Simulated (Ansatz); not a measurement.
**NaHgF3 (built on the sites of a database entry of KHgF3): relaxing the cell for a phonon run**

Aim: bring NaHgF3 (built on the sites of a database entry of KHgF3) to small forces and stress, as phonons need.

Calculated with Ansatz 0.2.0; DFT PBEsol, scalar-relativistic, plane waves, norm-conserving pseudopotentials.

The structure was built from a prototype and need not be the compound's stable phase.

## 1. Set-up

It takes space group Cmmm (No. 65, orthorhombic). The conventional cell has a = 5.554 Å, b = 5.626 Å, c = 3.946 Å, α = 90.00°, β = 90.00°, γ = 90.00°. Nearest to Na lie 12 F at 2.78 to 2.81 Å. Nearest to Hg lie 6 F at 1.97 to 1.98 Å. F has 2 Hg at 1.97 Å and 4 Na at 2.78 to 2.81 Å nearest. Nearest to F lie 2 Hg at 1.98 Å and 4 Na at 2.79 Å. Farther neighbours and most contacts between anions are not listed.

## 2. A coarse first look

First a cheap look: the gap decides the mesh and the occupations, the pressure tells how far the cell has to move.

The input, input.yaml:

```yaml
crystal:
  lattice:
    - [2.77725, -2.81308, 0.0]
    - [2.77725, 2.81308, 0.0]
    - [0.0, 0.0, 3.94638]
  atoms:
    - { symbol: Na, position: [0.0, 0.0, 0.5] }
    - { symbol: Hg, position: [0.5, 0.5, 0.0] }
    - { symbol: F, position: [0.5, 0.5, 0.5] }
    - { symbol: F, position: [0.5, 0.0, 0.0] }
    - { symbol: F, position: [0.0, 0.5, 0.0] }
kpoints:
  mp_grid: { grid: [4, 4, 4] }
hamiltonian:
  xc: pbesol
  pseudopotentials: { kind: nc }
scf:
  occupations: { method: gaussian, width: 0.1 }
output:
  forces: true
  stress: true
  eigenvalues: true
```

Launch:

```sh
> ansatz run input.yaml --threads 4 --pin off --max-ram 14336MiB --backend cpu --events-out ev --progress --plain --runs-dir out
```

Numbers of over 12 decimals in the logs are rounded to 6 here.

What it wrote:

```text
Engine: ansatz 0.2.0, x86_64-unknown-linux-gnu
Pseudopotentials: kind: nc
Pseudopotential: Na, nc, valence charge 9, recommended cutoff 1197.300995 eV (normal), Na.nc.azcp (PseudoDojo's, or run here from an input of PseudoDojo's: the run reads no file of this project's for it)
[...]
k-point 0: bands = [... 21 lower, 4.4337, 4.4793, 5.8034, 5.8093, 10.0989, 15.4854, 18.6183, 18.6200, ... 1 higher]
  k-point 1: bands = [... 21 lower, 5.7449, 5.7537, 5.8063, 7.5193, 11.4334, 15.7157, 17.5473, 19.2593, ... 1 higher]
  k-point 2: bands = [... 21 lower, 5.8089, 6.4634, 6.4709, 8.1911, 13.9643, 13.9940, 18.2094, 20.0143, ... 1 higher]
  k-point 20: bands = [... 21 lower, 6.9190, 6.9284, 11.1419, 11.1634, 15.3020, 17.5106, 17.5597, 17.6069, ... 1 higher]
[key lines of the parts left out:]
SCF converged after 10 iterations
Free energy (F): -7776.880948 eV
Fermi energy:    11.246232 eV
P = ⅓ Tr σ = 56.7354 GPa (567.354 kbar)
```

The job ended after 3.9 s (4 threads of Intel Xeon Platinum 8488C (Sapphire Rapids), shared host; peak memory 0.6 GiB).

This step gave:

```
pressure          : 56.74 GPa
volume per atom   : 12.33 Å³
gap on the k-mesh : 0 eV
```

The coarse mesh shows no gap and a pressure of 56.7 GPa.

## 3. Coarse relaxation

The start is far from rest, so a relaxation with loose tolerances brings it close first.

input.yaml: that of step 2 with these lines changed.

```diff
@@ -12,3 +12,3 @@
 kpoints:
-  mp_grid: { grid: [4, 4, 4] }
+  mp_grid: { grid: [6, 6, 6] }
 hamiltonian:
@@ -22 +22,6 @@
   eigenvalues: true
+relax:
+  adjacent_minimum: "off"
+  f_tol: 0.05
+  max_steps: 80
+  cell: { stress_tol: 0.5 }
```

What it wrote:

```text
[...]
Crystal: 5 atoms, lattice volume = 61.663 Å³
Basis set: ecut = 1197.300995 eV, 5779 PW (Γ), exchange–correlation on 90×90×90 points (8 copies of the dense FFT grid, shifted against one another)
Bands: 30, of which v1, the nominal top of the filled ones, is band 25 counted from 1 (24 counted from 0)
Symmetry: 8 space group operations
[...]
k-points: 52 of 216
[...]
cell:  # Å, volume = 90.3026 Å³
    - [3.158594, -3.186462, 0.0]
    - [3.158594, 3.186462, 0.0]
    - [0.0, 0.0, 4.486086]
  atoms:
    - { symbol: Na, position: [0, 0, 0.5] }
    - { symbol: Hg, position: [0.500000, 0.500000, 0.0] }
    - { symbol: F, position: [0.500000, 0.500000, 0.5] }
    - { symbol: F, position: [0.5, -2.7755575615628914e-17, 0.0] }
    - { symbol: F, position: [-2.7755575615628914e-17, 0.5, 0.0] }
[key lines of the parts left out:]
SCF converged after 4 iterations
Free energy (F): -7780.376054 eV
Fermi energy:    3.923485 eV
P = ⅓ Tr σ = 0.0354 GPa (0.354 kbar)
```

It took 61 s on 4 threads; peak memory 0.95 GiB.

Step by step:

```
step  energy less that of the first step (eV)  largest force component (eV/Å)  pressure (GPa)  volume (Å³)
   1                                   0.0000                          0.0000           56.17        61.66
   2                                  -2.2833                          0.0000           25.23        71.05
   3                                  -3.2459                          0.0000            7.23        81.09
   4                                  -3.3732                          0.0000            1.37        85.95
   5                                  -3.3786                          0.0000            0.07        87.17
  6*                                  -3.4711                          0.0000            2.29        87.17
   7                                  -3.4912                          0.0000            0.63        89.41
   8                                  -3.4931                          0.0000            0.04        90.30
  9*                                  -3.4931                          0.0000            0.04        90.30
```

Relaxation steps marked * repeat the geometry before them on a plane-wave basis chosen anew for their cell, so energy and pressure can jump there.

Forces are held to the 8 operations that the run works with; a distortion that breaks them can't arise in this run.

```
     cell as run  before  after   change
           a (Å)   3.953  4.487  +13.5 %
           b (Å)   3.953  4.487  +13.5 %
           c (Å)   3.946  4.486  +13.7 %
           γ (°)   90.73  90.50   -0.3 %
volume (Å³/atom)   12.33  18.06  +46.4 %
```

Final coordinates:

```xyz
5
Lattice="3.1586 -3.1865 0.0000 3.1586 3.1865 0.0000 0.0000 0.0000 4.4861" Properties=species:S:1:pos:R:3 pbc="T T T"
Na    0.0000    0.0000    2.2430
Hg    3.1586    0.0000    0.0000
F     3.1586    0.0000    2.2430
F     1.5793   -1.5932    0.0000
F     1.5793    1.5932    0.0000
```

This step gave:

- pressure: 0.03543 GPa
- volume per atom: 18.06 Å³
- gap on the k-mesh: 0.2316 eV
- direct gap on mesh: 3.002 eV

In this step the volume went from 12.33 to 18.06 Å³/atom.

## 4. Bringing the structure to rest

The cell and atoms are relaxed, since residual forces and stress would shift the frequencies.

The input, input.yaml:

```yaml
crystal:
  lattice:
    - [3.1585942572, -3.1864620418, 0.0]
    - [3.1585942572, 3.1864620418, 0.0]
    - [0.0, 0.0, 4.4860857303]
  atoms:
    - { symbol: Na, position: [0.0, 0.0, 0.5] }
    - { symbol: Hg, position: [0.5, 0.5, 0.0] }
    - { symbol: F, position: [0.5, 0.5, 0.5] }
    - { symbol: F, position: [0.5, 0.0, 0.0] }
    - { symbol: F, position: [0.0, 0.5, 0.0] }
kpoints:
  mp_grid: { grid: [8, 8, 8] }
hamiltonian:
  xc: pbesol
  pseudopotentials: { kind: nc }
scf:
  occupations: { method: gaussian, width: 0.01 }
output:
  forces: true
  stress: true
  eigenvalues: true
relax:
  adjacent_minimum: "off"
  f_tol: 0.005
  max_steps: 80
  cell: { stress_tol: 0.05 }
```

What it wrote:

```text
[...]
Crystal: 5 atoms, lattice volume = 90.303 Å³
Basis set: ecut = 1197.300995 eV, 8445 PW (Γ), exchange–correlation on 108×108×108 points (8 copies of the dense FFT grid, shifted against one another)
Bands: 30, of which v1, the nominal top of the filled ones, is band 25 counted from 1 (24 counted from 0)
[... 1 set-up line as in the run before ...]
[...]
k-points: 105 of 512
[...]
SCF iter   1: F=—  HF=-7788.542628 eV  |F-HF|=—  |Δ(HF+E_count)|=         —  Δρ=1.86e-1  dr2=2.53e1  ethr=3.10e-3  ⟨swp⟩=7.3  Hψ=16154  notcnv=0
[...]
SCF iter  10: F=-7780.375959 eV  HF=-7780.375959 eV  |F-HF|=3.09e-8  |Δ(HF+E_count)|=   7.61e-7  Δρ=5.57e-6  dr2=1.67e-8  ethr=2.00e-10  ⟨swp⟩=14.6  Hψ=19896  notcnv=0
SCF 1 converged in 10 iterations: F = -7780.375959 eV  dr2 = 1.67e-8
relax step   1: F+E_penalty+E_count = -7780.37595942 eV  Δ(F+E_penalty+E_count) = +0.000e0 eV  max|allowed force component| = 9.088e-29 eV/Å  Δτ_max = 0.0000 Å  P = +0.040 GPa  Ω = 90.303 Å³  (10 SCF iters, dr2 threshold 1.00e-7 eV, accepted)
Crystal: 5 atoms, lattice volume = 90.362 Å³
[...]
SCF iter   5: F=-7780.375980 eV  HF=-7780.375980 eV  |F-HF|=2.52e-10  |Δ(HF+E_count)|=   4.25e-9  Δρ=1.64e-6  dr2=2.21e-9  ethr=2.08e-11  ⟨swp⟩=5.6  Hψ=13846  notcnv=0
SCF 2 converged in 5 iterations: F = -7780.375980 eV  dr2 = 2.21e-9
relax step   2: F+E_penalty+E_count = -7780.37597969 eV  Δ(F+E_penalty+E_count) = -2.027e-5 eV  max|allowed force component| = 3.029e-29 eV/Å  Δτ_max = 0.0000 Å  P = +0.002 GPa  Ω = 90.362 Å³  energy of the carried Pulay correction = -1.139e-6 eV  (5 SCF iters, dr2 threshold 1.04e-8 eV, accepted)
[...]
SCF iter   1: F=—  HF=-7780.375895 eV  |F-HF|=—  |Δ(HF+E_count)|=         —  Δρ=3.05e-6  dr2=2.77e-9  ethr=1.47e-7  ⟨swp⟩=5.2  Hψ=28475  notcnv=0
eigensolver tolerance schedule: the retry pair's looser diagonalisation over-reported the residual by 26594.10 of it (diagonalisation noise at an unbounded share of the residual, at the tolerance the schedule requests for it); recorded, not acted on — ethr = c·dr2/N_el stays at c = 1.0e-1
[...]
SCF iter   2: F=—  HF=-7780.375981 eV  |F-HF|=—  |Δ(HF+E_count)|=   8.52e-5  Δρ=1.58e-6  dr2=1.09e-9  ethr=5.55e-12  ⟨swp⟩=4.3  Hψ=10297  notcnv=0
[...]
SCF iter   5: F=-7780.375981 eV  HF=-7780.375981 eV  |F-HF|=5.46e-12  |Δ(HF+E_count)|=  4.91e-11  Δρ=5.25e-7  dr2=3.51e-11  ethr=1.00e-12  ⟨swp⟩=5.1  Hψ=13309  notcnv=0
SCF 3 converged in 5 iterations: F = -7780.375981 eV  dr2 = 3.51e-11
relax step   3: F+E_penalty+E_count = -7780.37598068 eV  Δ(F+E_penalty+E_count) = -9.901e-7 eV  max|allowed force component| = 3.534e-29 eV/Å  Δτ_max = 0.0000 Å  P = +0.002 GPa  Ω = 90.362 Å³  stress off target by 2.52e-2 GPa  SCF on the basis re-selected at this cell (its energy is not comparable with the rows above)  (5 SCF iters)
[...]
SCF converged after 5 iterations
Free energy (F): -7780.375981 eV
[...]
Internal energy: -7780.375981 eV  (E = F + TS)
E sigma→0 (E₀):  -7780.375981 eV
Fermi energy:    3.867585 eV
[...]
--- Stress (GPa, compression-positive) ---
        0.025229       0.000000       0.000000
        0.000000      -0.024489       0.000000
        0.000000       0.000000       0.006329
  P = ⅓ Tr σ = 0.0024 GPa (0.024 kbar)
--- Band table (eV; the first three rows and the last of 105) ---
  k-point 0: bands = [... 21 lower, 0.9349, 0.9716, 0.9762, 0.9839, 3.9831, 8.7652, 13.3000, 13.3263, ... 1 higher]
  k-point 1: bands = [... 21 lower, 0.9631, 1.0155, 1.0416, 1.0463, 4.3030, 8.8361, 12.3904, 13.3455, ... 1 higher]
  k-point 2: bands = [... 21 lower, 0.9689, 1.2249, 1.2319, 1.2910, 5.1437, 8.9218, 11.6610, 13.4923, ... 1 higher]
  k-point 104: bands = [... 21 lower, 1.4607, 1.4621, 3.7506, 3.7511, 9.5200, 9.9640, 11.2125, 11.2329, ... 1 higher]
--- Relaxed structure (2 steps of the walk, 2 accepted, 1 SCFs on fresh bases) ---
[...]
cell:  # Å, volume = 90.3616 Å³
    - [3.160652, -3.185653, 0.0]
    - [3.160652, 3.185653, 0.0]
    - [0.0, 0.0, 4.487235]
  atoms:
    - { symbol: Na, position: [0.0, 0.0, 0.500000] }
    - { symbol: Hg, position: [0.5, 0.5, 0.0] }
    - { symbol: F, position: [0.5, 0.5, 0.500000] }
    - { symbol: F, position: [0.5, 0.0, 0.0] }
    - { symbol: F, position: [0.0, 0.5, 0.0] }
```

Wall time 47 s (4 threads); peak memory 1.3 GiB; 2.9 min of CPU time.

Little changed from the start: no atom moved by 0.005 Å and no cell edge by 0.1 %.

Numbers from this step:

```yaml
pressure: 0.002357 GPa
gap_on_the_k_mesh: 0.2320 eV
volume_per_atom: 18.07 Å³
direct_gap_on_mesh: 2.999 eV
```

In this step the volume went from 18.06 to 18.07 Å³/atom.

## 5. Relaxing to small forces for the phonons

Phonons need a cell at rest on their own settings, so the relaxation is repeated with tight tolerances on forces and stress, using the mesh and the filling of the phonon run that follows.

input.yaml, the sections that differ from step 4:

```yaml
crystal:
  lattice:
    - [3.1606516325, -3.1856533588, 0.0]
    - [3.1606516325, 3.1856533588, 0.0]
    - [0.0, 0.0, 4.4872353774]
  atoms:
    - { symbol: Na, position: [0.0, 0.0, 0.5] }
    - { symbol: Hg, position: [0.5, 0.5, 0.0] }
    - { symbol: F, position: [0.5, 0.5, 0.5] }
    - { symbol: F, position: [0.5, 0.0, 0.0] }
    - { symbol: F, position: [0.0, 0.5, 0.0] }
relax:
  adjacent_minimum: "off"
  f_tol: 0.001
  max_steps: 60
  cell: { stress_tol: 0.01 }
# kpoints, hamiltonian, scf, output: as in step 4
```

What it wrote:

```text
[...]
Crystal: 5 atoms, lattice volume = 90.362 Å³
Basis set: ecut = 1197.300995 eV, 8445 PW (Γ), exchange–correlation on 108×108×108 points (8 copies of the dense FFT grid, shifted against one another)
Bands: 30, of which v1, the nominal top of the filled ones, is band 25 counted from 1 (24 counted from 0)
[... 1 set-up line as in the run before ...]
[...]
k-points: 105 of 512
[...]
cell:  # Å, volume = 90.3657 Å³
    - [3.172784, -3.173118, 0.0]
    - [3.172784, 3.173118, 0.0]
    - [0.0, 0.0, 4.487939]
  atoms:
    - { symbol: Na, position: [0, 0, 0.500000] }
    - { symbol: Hg, position: [0.500000, 0.500000, 0.0] }
    - { symbol: F, position: [0.500000, 0.500000, 0.500000] }
    - { symbol: F, position: [0.500000, 2.7755575615628914e-17, 0.0] }
    - { symbol: F, position: [2.7755575615628914e-17, 0.500000, 0.0] }
[key lines of the parts left out:]
SCF converged after 6 iterations
Free energy (F): -7780.376036 eV
Fermi energy:    3.867318 eV
P = ⅓ Tr σ = 0.0013 GPa (0.013 kbar)
```

It took 53 s on 4 threads; peak memory 1.3 GiB.

The steps of the relaxation:

```
step  energy less that of the first step (eV)  largest force component (eV/Å)  pressure (GPa)  volume (Å³)
   1                                   0.0000                          0.0000            0.00        90.36
   2                                   0.0000                          0.0000            0.00        90.37
   3                                  -0.0001                          0.0000            0.00        90.37
  4*                                  -0.0001                          0.0000            0.00        90.37
```

Relaxation steps marked * repeat the geometry before them on a plane-wave basis chosen anew for their cell, so energy and pressure can jump there.

Forces are held to the 8 operations that the run works with; a distortion that breaks them can't arise in this run.

```
     cell as run  before  after  change
           a (Å)   4.488  4.487  -0.0 %
           b (Å)   4.488  4.487  -0.0 %
           c (Å)   4.487  4.488  +0.0 %
           γ (°)   90.45  90.01  -0.5 %
volume (Å³/atom)   18.07  18.07  +0.0 %
```

Final coordinates:

```
Na Hg F
1.0
     3.17278   -3.17312    0.00000
     3.17278    3.17312    0.00000
     0.00000    0.00000    4.48794
Na Hg F
1 1 3
Cartesian
  0.0000 0.0000 2.2440
  3.1728 0.0000 0.0000
  3.1728 0.0000 2.2440
  1.5864 -1.5866 0.0000
  1.5864 1.5866 0.0000
```

This step gave:

```yaml
pressure: 0.001322 GPa
gap_on_the_k_mesh: 0.2317 eV
direct_gap_on_mesh: 3.007 eV
```

The forces vanish by symmetry and the pressure is 0.001 GPa, within the tolerances set. The cell now holds 18.07 Å³/atom. Within 0.01 Å the structure now has space group Pm-3m, not the Cmmm of the start.

## 6. Outcome

- space group after relaxation (within 0.01 Å): Pm-3m
- lattice constant a: 4.487 Å
- lattice constant b: 4.487 Å
- lattice constant c: 4.487 Å
- volume per atom: 18.1 Å³
- gap on the k-mesh: 0.232 eV

The forces vanish by symmetry and the pressure is 0.001 GPa, within the tolerances set. The cell now holds 18.07 Å³/atom. Within 0.01 Å the structure now has space group Pm-3m, not the Cmmm of the start. The relaxation keeps the symmetry of its start, so it says nothing on stability against lower symmetry. The relaxed cell left the space group of the starting entry, even within 0.1 Å, so it may not be the phase that the entry, or a measurement on it, describes. Spin-orbit coupling is left out, which can matter for the heavy elements here. The starting cell was built on a prototype and not taken from a measurement, so the phase need not exist.

[Logs are printed without paths, hosts, clocks, repeated set-up lines and the standing remarks that a program may print on its own settings, such as how far it seeks lower states.]

[Hosts, paths, dates, database ids (printed as entryN), source tags and the programs' standing remarks are cut or masked in the printed files.]
